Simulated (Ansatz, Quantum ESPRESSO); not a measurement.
# RbNbS3 (Pm-3m): zone-centre phonons, part 2 of 3

Which modes does RbNbS3 (Pm-3m) have at the zone centre?

Quantum ESPRESSO 8.0 development, patched; DFT LDA, scalar-relativistic, plane waves, PseudoDojo norm-conserving pseudopotentials.

So far. Step 2 (A first look): No gap opens on this mesh, so smearing is kept; the start stands at -1.2 GPa. Step 4 (Ground state): The cell stands at -0.008 GPa, close enough for phonons. The relaxed cell has a = 4.796 Å (conventional setting).

The structure was built from a prototype and need not be the compound's stable phase.

## (5) Linear response at Γ

At q = 0 one unit cell holds all displacements; symmetry groups them into irreducible representations that are solved one by one. With smeared occupations no response to a homogeneous field can be asked.

Input file ph.in:

```
phonons
&inputph
   prefix = 'x'
   outdir = './tmp'
   fildyn = 'g.dyn'
   tr2_ph = 1.0d-18
   alpha_mix(1) = 0.4
   nmix_ph = 8
/
0.000000000000 0.000000000000 0.000000000000
```

Run with:

```sh
$ OMP_NUM_THREADS=1 mpirun -n 4 ph.x -nk 4 -in ph.in > ph.out
```

What it wrote:

```text
[banners, grids, parts of the stress and lines that vanish by symmetry left out]
[banner, memory and clock lines left out]
Program PHONON v.8.0dev

     Dynamical matrices for q-points given in input
     (   1q-points):
       N         xq(1)         xq(2)         xq(3)
       1   0.000000000   0.000000000   0.000000000

     ./tmp/x.save/

     IMPORTANT: XC functional enforced from input :
     Exchange-correlation= PW
                           (   1   4   0   0   0   0   0)
     Any further DFT definition will be discarded
     Please, verify this is what you really want

     G-vector sticks info

     Reading collected, re-writing distributed wavefunctions in ./tmp/

     Number and degeneracy of irreps per q-point
       N         xq(1)         xq(2)         xq(3)   N irreps
       1   0.000000000   0.000000000   0.000000000       5
        3   3   3   3   3

     Calculation of q =    0.0000000   0.0000000   0.0000000

     phonons

     bravais-lattice index     =            0
     lattice parameter (alat)  =       9.0622  a.u.
     unit-cell volume          =     744.2259 (a.u.)^3
     number of atoms/cell      =            5
     number of atomic types    =            3
     kinetic-energy cut-off    =      82.0000  Ry
     charge density cut-off    =     328.0000  Ry
     convergence threshold     =      1.0E-18
     beta                      =       0.4000
     number of iterations used =            8
     Exchange-correlation= PW
                           (   1   4   0   0   0   0   0)

     celldm(1)=    9.06223  celldm(2)=    0.00000  celldm(3)=    0.00000
     celldm(4)=    0.00000  celldm(5)=    0.00000  celldm(6)=    0.00000

     crystal axes: (cart. coord. in units of alat)
               a(1) = (  1.0000  0.0000  0.0000 )
               a(2) = (  0.0000  1.0000  0.0000 )
               a(3) = (  0.0000  0.0000  1.0000 )

     reciprocal axes: (cart. coord. in units 2 pi/alat)
               b(1) = (  1.0000  0.0000  0.0000 )
               b(2) = (  0.0000  1.0000  0.0000 )
               b(3) = (  0.0000  0.0000  1.0000 )

     Atoms inside the unit cell:

     Cartesian axes

     site n.  atom      mass           positions (alat units)
        1  Rb     85.4678   tau(    1) = (    0.00000    0.00000    0.00000  )
        2  Nb     92.9064   tau(    2) = (    0.50000    0.50000    0.50000  )
        3  S      32.0600   tau(    3) = (    0.50000    0.50000    0.00000  )
        4  S      32.0600   tau(    4) = (    0.50000    0.00000    0.50000  )
        5  S      32.0600   tau(    5) = (    0.00000    0.50000    0.50000  )

     Computing dynamical matrix for
                    q = (   0.0000000   0.0000000   0.0000000 )

     49 Sym.Ops. (with q -> -q+G )

     G cutoff =  682.3135  (  74653 G-vectors)     FFT grid: ( 54, 54, 54)

     number of k points=    20  Marzari-Vanderbilt smearing, width (Ry)=  0.0200
                       cart. coord. in units 2pi/alat
        k(    1) = (   0.0000000   0.0000000   0.0000000), wk =   0.0092593
        k(    2) = (   0.0000000   0.0000000   0.1666667), wk =   0.0555556
        k(    3) = (   0.0000000   0.0000000   0.3333333), wk =   0.0555556
        [... further k-points left out ...]

     PseudoPot. # 1 for Rb read from file:
     ./pseudo/Rb.upf
     Pseudo is Norm-conserving + core correction, Zval =  9.0
     Using radial grid of 2226 points,  6 beta functions with:
                l(1) =   0
                l(2) =   0
                l(3) =   1
                l(4) =   1
                l(5) =   2
                l(6) =   2

     PseudoPot. # 2 for Nb read from file:
     ./pseudo/Nb.upf
     Pseudo is Norm-conserving + core correction, Zval = 13.0
     Using radial grid of 1640 points,  6 beta functions with:
                l(1) =   0
                l(2) =   0
                l(3) =   1
                l(4) =   1
                l(5) =   2
                l(6) =   2

     PseudoPot. # 3 for S  read from file:
     ./pseudo/S.upf
     Pseudo is Norm-conserving + core correction, Zval =  6.0
     Using radial grid of 1132 points,  6 beta functions with:
                l(1) =   0
                l(2) =   0
                l(3) =   1
                l(4) =   1
                l(5) =   2
                l(6) =   2

     Mode symmetry, O_h (m-3m)  point group:

     Atomic displacements:
     There are    5 irreducible representations

     Representation     1      3 modes -  To be done

     Representation     2      3 modes -  To be done

     Representation     3      3 modes -  To be done

     Representation     4      3 modes -  To be done

     Representation     5      3 modes -  To be done

     Alpha used in Ewald sum =   2.8000

     Representation #   1 modes #   1   2   3

     Self-consistent Calculation

     The passes end when |ddv_scf|^2 is under  3.5E-20 (on this mesh; tr2_ph alone asks  1.0E-18)
      iter #   1   av.it.:   6.5
      thresh= 1.000E-02 alpha_mix =  0.400 |ddv_scf|^2 =  1.105E-07
      iter #   2   av.it.:  14.2
      thresh= 3.324E-05 alpha_mix =  0.400 |ddv_scf|^2 =  4.317E-09
      iter #   3   av.it.:  14.2
      thresh= 6.570E-06 alpha_mix =  0.400 |ddv_scf|^2 =  2.094E-10
      iter #   4   av.it.:  14.9
      thresh= 1.447E-06 alpha_mix =  0.400 |ddv_scf|^2 =  2.446E-11
      iter #   5   av.it.:  15.3
      thresh= 4.946E-07 alpha_mix =  0.400 |ddv_scf|^2 =  3.354E-13
      iter #   6   av.it.:  15.7
      thresh= 5.791E-08 alpha_mix =  0.400 |ddv_scf|^2 =  1.882E-14
      iter #   7   av.it.:  15.3
      thresh= 1.372E-08 alpha_mix =  0.400 |ddv_scf|^2 =  9.561E-16
      iter #   8   av.it.:  15.7
      thresh= 3.092E-09 alpha_mix =  0.400 |ddv_scf|^2 =  5.087E-17
      iter #   9   av.it.:  15.8
      thresh= 7.132E-10 alpha_mix =  0.400 |ddv_scf|^2 =  2.180E-18
      iter #  10   av.it.:  15.8
      thresh= 1.477E-10 alpha_mix =  0.400 |ddv_scf|^2 =  4.169E-20
      iter #  11   av.it.:  15.2
      thresh= 2.042E-11 alpha_mix =  0.400 |ddv_scf|^2 =  4.167E-21

     End of self-consistent calculation

     Convergence has been achieved

     Representation #   2 modes #   4   5   6

     Self-consistent Calculation

     The passes end when |ddv_scf|^2 is under  3.5E-20 (on this mesh; tr2_ph alone asks  1.0E-18)
      iter #   1   av.it.:   7.6
      thresh= 1.000E-02 alpha_mix =  0.400 |ddv_scf|^2 =  1.032E-06
      iter #   2   av.it.:  13.7
      thresh= 1.016E-04 alpha_mix =  0.400 |ddv_scf|^2 =  4.177E-08
      iter #   3   av.it.:  13.8
      thresh= 2.044E-05 alpha_mix =  0.400 |ddv_scf|^2 =  1.332E-09
[...]
End of self-consistent calculation

     Convergence has been achieved

     Representation #   3 modes #   7   8   9

     Self-consistent Calculation

     The passes end when |ddv_scf|^2 is under  3.5E-20 (on this mesh; tr2_ph alone asks  1.0E-18)
[...]
End of self-consistent calculation

     Convergence has been achieved

     Representation #   4 modes #  10  11  12

     Self-consistent Calculation

     The passes end when |ddv_scf|^2 is under  3.5E-20 (on this mesh; tr2_ph alone asks  1.0E-18)
[...]
End of self-consistent calculation

     Convergence has been achieved

     Representation #   5 modes #  13  14  15

     Self-consistent Calculation

     The passes end when |ddv_scf|^2 is under  3.5E-20 (on this mesh; tr2_ph alone asks  1.0E-18)
[...]
iter #   3   av.it.:  14.0
      thresh= 4.316E-06 alpha_mix =  0.400 |ddv_scf|^2 =  8.327E-11
      iter #   4   av.it.:  14.6
      thresh= 9.125E-07 alpha_mix =  0.400 |ddv_scf|^2 =  4.939E-13
      iter #   5   av.it.:  14.5
      thresh= 7.028E-08 alpha_mix =  0.400 |ddv_scf|^2 =  5.122E-14
      iter #   6   av.it.:  14.6
      thresh= 2.263E-08 alpha_mix =  0.400 |ddv_scf|^2 =  3.441E-16
      iter #   7   av.it.:  15.1
      thresh= 1.855E-09 alpha_mix =  0.400 |ddv_scf|^2 =  9.592E-19
      iter #   8   av.it.:  14.0
      thresh= 9.794E-11 alpha_mix =  0.400 |ddv_scf|^2 =  1.929E-19
      iter #   9   av.it.:  15.1
      thresh= 4.392E-11 alpha_mix =  0.400 |ddv_scf|^2 =  7.249E-22

     End of self-consistent calculation

     Convergence has been achieved

     Number of q in the star =    1
     List of q in the star:
          1   0.000000000   0.000000000   0.000000000

     Diagonalizing the dynamical matrix

     q = (    0.000000000   0.000000000   0.000000000 )

 **************************************************************************
     freq (    1) =       0.028623 [THz] =       0.954771 [cm-1]
     freq (    2) =       0.028623 [THz] =       0.954771 [cm-1]
     freq (    3) =       0.028623 [THz] =       0.954771 [cm-1]
     freq (    4) =       2.525167 [THz] =      84.230501 [cm-1]
     freq (    5) =       2.525167 [THz] =      84.230501 [cm-1]
     freq (    6) =       2.525167 [THz] =      84.230501 [cm-1]
     freq (    7) =       4.128429 [THz] =     137.709565 [cm-1]
     freq (    8) =       4.128429 [THz] =     137.709565 [cm-1]
     freq (    9) =       4.128429 [THz] =     137.709565 [cm-1]
     freq (   10) =       4.543881 [THz] =     151.567544 [cm-1]
     freq (   11) =       4.543881 [THz] =     151.567544 [cm-1]
     freq (   12) =       4.543881 [THz] =     151.567544 [cm-1]
     freq (   13) =      10.213262 [THz] =     340.677741 [cm-1]
     freq (   14) =      10.213262 [THz] =     340.677741 [cm-1]
     freq (   15) =      10.213262 [THz] =     340.677741 [cm-1]
 **************************************************************************

     Mode symmetry, O_h (m-3m)  point group:

     freq (   1-   3) =          1.0  [cm-1]   --> T_1u G_15  G_4- I
     freq (   4-   6) =         84.2  [cm-1]   --> T_1u G_15  G_4- I
     freq (   7-   9) =        137.7  [cm-1]   --> T_1u G_15  G_4- I
     freq (  10-  12) =        151.6  [cm-1]   --> T_2u G_25  G_5-
     freq (  13-  15) =        340.7  [cm-1]   --> T_1u G_15  G_4- I
```

It took 13 min on 4 MPI ranks of Intel Xeon Platinum 8488C (Sapphire Rapids), shared host.

Numbers from this step:

- largest acoustic frequency at the zone centre before the sum rule: 0.95 cm⁻¹
- highest optical zone-centre mode (no LO-TO term): 340.7 cm⁻¹
- lowest optical zone-centre mode: 84.23 cm⁻¹

The acoustic modes at Γ come out as far as 0.9 cm⁻¹ from zero, where they should vanish, a small numerical error.

## (6) Modes with the sum rule

A rigid shift of the crystal must cost nothing, but grids and finite bases break this; the acoustic sum rule is imposed before the matrix is diagonalised again.

Input file dynmat.in:

```
&input
   fildyn = 'g.dyn'
   asr = 'simple'
   fileig = 'dynmat.eig'
/
```

Run with:

```sh
$ dynmat.x -in dynmat.in > dynmat.out
```

What it wrote:

```text
[banner, memory and clock lines left out]
Program DYNMAT v.8.0dev

     Reading Dynamical Matrix from file g.dyn
     ...Force constants read
     ...epsilon and Z* not read (not found on file)
     A direction for q was not specified:TO-LO splitting will be absent

     Polarizability (A^3 units)
     multiply by 1.000000 for Clausius-Mossotti correction (not under assume_isolated = 'mt')
         0.000000    0.000000    0.000000
         0.000000    0.000000    0.000000
         0.000000    0.000000    0.000000

     IR activities are in (D/A)^2/amu units

# mode   [cm-1]    [THz]      IR
    1     -0.00   -0.0000    0.0000
    2     -0.00   -0.0000    0.0000
    3      0.00    0.0000    0.0000
    4     84.23    2.5250    0.0000
    5     84.23    2.5250    0.0000
    6     84.23    2.5250    0.0000
    7    137.71    4.1283    0.0000
    8    137.71    4.1283    0.0000
    9    137.71    4.1283    0.0000
   10    151.57    4.5438    0.0000
   11    151.57    4.5438    0.0000
   12    151.57    4.5438    0.0000
   13    340.68   10.2132    0.0000
   14    340.68   10.2132    0.0000
   15    340.68   10.2132    0.0000

[end of the log left out, with the tail of the file of modes that dynmat.x writes under the same name]
```

The job ended after 0.66 s (1 thread).

Unit eigenvectors of the mass-weighted matrix after the sum rule; no LO-TO term. The modes at Γ (shares of kinetic energy by element, %):

```tsv
mode	frequency (cm⁻¹)	symmetry	Rb %	Nb %	S %
1	0.0	acoustic	31	34	35
2	0.0	acoustic	31	34	35
3	0.0	acoustic	31	34	35
4	84.2	T1u	59	38	3
5	84.2	T1u	59	38	3
6	84.2	T1u	59	38	3
7	137.7	T1u	10	23	67
8	137.7	T1u	10	23	67
9	137.7	T1u	10	23	67
10	151.6	T2u	0	0	100
11	151.6	T2u	0	0	100
12	151.6	T2u	0	0	100
13	340.7	T1u	0	4	96
14	340.7	T1u	0	4	96
15	340.7	T1u	0	4	96
```

Displacements in mode 5 (84.2 cm⁻¹), the largest set to 1:
```
Rb1  1.00  0.19  0.00
Nb2 -0.77 -0.15  0.00
S3  -0.04 -0.01  0.00
S4  -0.04 -0.07  0.00
S5  -0.35 -0.01  0.00
```

Displacements in mode 9 (137.7 cm⁻¹), the largest set to 1:
```
Rb1  0.04 -0.09 -0.35
Nb2  0.06 -0.14 -0.51
S3  -0.11  0.26  0.42
S4  -0.11  0.11  1.00
S5  -0.05  0.26  1.00
```

The rule moves no optical mode by more than 0.1 cm⁻¹.

## (7) Sum rules set otherwise: a sum rule for molecules or wires on a crystal

This rule also removes rotations, which suits wires and not a crystal; it is tried to see the harm.

Input file dynmat.in:

```
&input
   fildyn = 'g.dyn'
   asr = 'one-dim'
   fileig = 'dynmat.eig'
/
```

Run with:

```sh
$ dynmat.x -in dynmat.in > dynmat.out
```

What it wrote:

```text
[banner, memory and clock lines left out]
Program DYNMAT v.8.0dev

     Reading Dynamical Matrix from file g.dyn
     ...Force constants read
     ...epsilon and Z* not read (not found on file)
asr rotation axis in 1D system=    3
     Acoustic Sum Rule: || Z*(ASR) - Z*(orig)|| =    0.000000E+00
     Acoustic Sum Rule: ||dyn(ASR) - dyn(orig)||=    9.643388E-02
     A direction for q was not specified:TO-LO splitting will be absent

     Polarizability (A^3 units)
     multiply by 1.000000 for Clausius-Mossotti correction (not under assume_isolated = 'mt')
         0.000000    0.000000    0.000000
         0.000000    0.000000    0.000000
         0.000000    0.000000    0.000000

     IR activities are in (D/A)^2/amu units

# mode   [cm-1]    [THz]      IR
    1     -0.00   -0.0000    0.0000
    2      0.00    0.0000    0.0000
    3      0.00    0.0000    0.0000
    4      0.00    0.0000    0.0000
    5     84.23    2.5252    0.0000
    6     84.23    2.5252    0.0000
    7    121.90    3.6544    0.0000
    8    137.71    4.1285    0.0000
    9    137.71    4.1285    0.0000
   10    137.77    4.1303    0.0000
   11    151.57    4.5439    0.0000
   12    151.57    4.5439    0.0000
   13    323.97    9.7125    0.0000
   14    340.68   10.2133    0.0000
   15    340.68   10.2133    0.0000

      2.525154 [THz] =      84.230073 [cm-1]
[end of the log left out, with the tail of the file of modes that dynmat.x writes under the same name]
```

It took 0.64 s on 1 thread.

The run ended normally, but on settings that are not sound.

The fault: a sum rule for molecules or wires on a crystal; 1 optical mode is projected out to zero frequency, as if it were a rotation.

For a crystal the rule has to be 'simple' or 'crystal'.

Zone-centre frequencies as printed; negative means imaginary. Modes:

```tsv
mode	frequency (cm⁻¹)
1	0
2	0
3	0
4	0
5	84.23
6	84.23
7	121.9
8	137.7
9	137.7
10	137.8
11	151.6
12	151.6
13	324
14	340.7
15	340.7
```

## (8) Sum rules set otherwise (asr crystal)

The rule can be imposed in more than one way; the choices should agree where the raw error is small.

Input file dynmat.in:

```
&input
   fildyn = 'g.dyn'
   asr = 'crystal'
   fileig = 'dynmat.eig'
/
```

Run with:

```sh
$ dynmat.x -in dynmat.in > dynmat.out
```

What it wrote:

```text
[banner, memory and clock lines left out]
Program DYNMAT v.8.0dev

     Reading Dynamical Matrix from file g.dyn
     ...Force constants read
     ...epsilon and Z* not read (not found on file)
     Acoustic Sum Rule: || Z*(ASR) - Z*(orig)|| =    0.000000E+00
     Acoustic Sum Rule: ||dyn(ASR) - dyn(orig)||=    1.434577E-05
     A direction for q was not specified:TO-LO splitting will be absent

     Polarizability (A^3 units)
     multiply by 1.000000 for Clausius-Mossotti correction (not under assume_isolated = 'mt')
         0.000000    0.000000    0.000000
         0.000000    0.000000    0.000000
         0.000000    0.000000    0.000000

     IR activities are in (D/A)^2/amu units

# mode   [cm-1]    [THz]      IR
    1     -0.00   -0.0000    0.0000
    2     -0.00   -0.0000    0.0000
    3      0.00    0.0000    0.0000
    4     84.23    2.5252    0.0000
    5     84.23    2.5252    0.0000
    6     84.23    2.5252    0.0000
    7    137.71    4.1285    0.0000
    8    137.71    4.1285    0.0000
    9    137.71    4.1285    0.0000
   10    151.57    4.5439    0.0000
   11    151.57    4.5439    0.0000
   12    151.57    4.5439    0.0000
   13    340.68   10.2133    0.0000
   14    340.68   10.2133    0.0000
   15    340.68   10.2133    0.0000

[end of the log left out, with the tail of the file of modes that dynmat.x writes under the same name]
```

Wall time 0.63 s (1 thread).

Zone-centre frequencies as printed; negative means imaginary. Modes:

```tsv
mode	frequency (cm⁻¹)
1	0
2	0
3	0
4	84.23
5	84.23
6	84.23
7	137.7
8	137.7
9	137.7
10	151.6
11	151.6
12	151.6
13	340.7
14	340.7
15	340.7
```

Against the first rule no mode moves by more than 0.1 cm⁻¹.

(Part 2 of 3 ends here.)

[Host names and launcher messages were left out of these logs when they were recorded.]

[Logs are printed without paths, hosts, clocks, repeated set-up lines and the standing remarks that a program may print on its own settings, such as how far it seeks lower states.]

[Hosts, paths, dates, database ids (printed as entryN), source tags and the programs' standing remarks are cut or masked in the printed files.]
